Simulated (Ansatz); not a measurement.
Rows from a G0W0 calculation on MgH2 (P4_2/mnm) (Ansatz 0.2.0; G0W0 on PBE, plane waves, PAW; 4×4×6 mesh, 65 empty bands, screening to 60 eV), in eV. Spin-orbit coupling is left out.

| row | k | band | start | Σx | Σc at the solution | Vxc |
| --- | --- | --- | --- | --- | --- | --- |
| A | (0.000, 0.250, 0.000) | c1 | 6.538 | -4.584 | -3.502 | -8.760 |
| B | (0.000, 0.250, 0.000) | v1 | 1.741 | -15.272 | 2.486 | -11.704 |
| C | (-0.500, -0.500, -0.500) | v1 | 0.868 | -15.052 | 2.739 | -11.115 |
| D | (-0.500, -0.500, -0.500) | c1 | 5.649 | -5.277 | -3.497 | -9.523 |
| E | (0.000, 0.250, 0.000) | c2 | 8.257 | -3.955 | -3.743 | -8.374 |
| F | (0.000, 0.250, 0.000) | v2 | 0.637 | -15.360 | 2.829 | -11.313 |

Q: Give the quasiparticle energies and the shift of each level.

The quasiparticle equation reads E = start + Σx + Σc(E) − Vxc.

| row | E (eV) | shift (eV) |
| --- | --- | --- |
| A | 7.212 | +0.674 |
| B | 0.659 | −1.082 |
| C | -0.330 | −1.198 |
| D | 6.397 | +0.748 |
| E | 8.933 | +0.676 |
| F | -0.581 | −1.218 |

The gap over the computed points goes from 3.91 eV to 5.74 eV.

Limits: not at the basis limit.

[Runs of the session that timed out or met a known fault of the program may be left out.]

[Cells called generated may have been cut or substituted from an entry of the Crystallography Open Database or the Materials Project.]

[Hosts, paths, dates, database ids (printed as entryN), source tags and the programs' standing remarks are cut or masked in the printed files.]
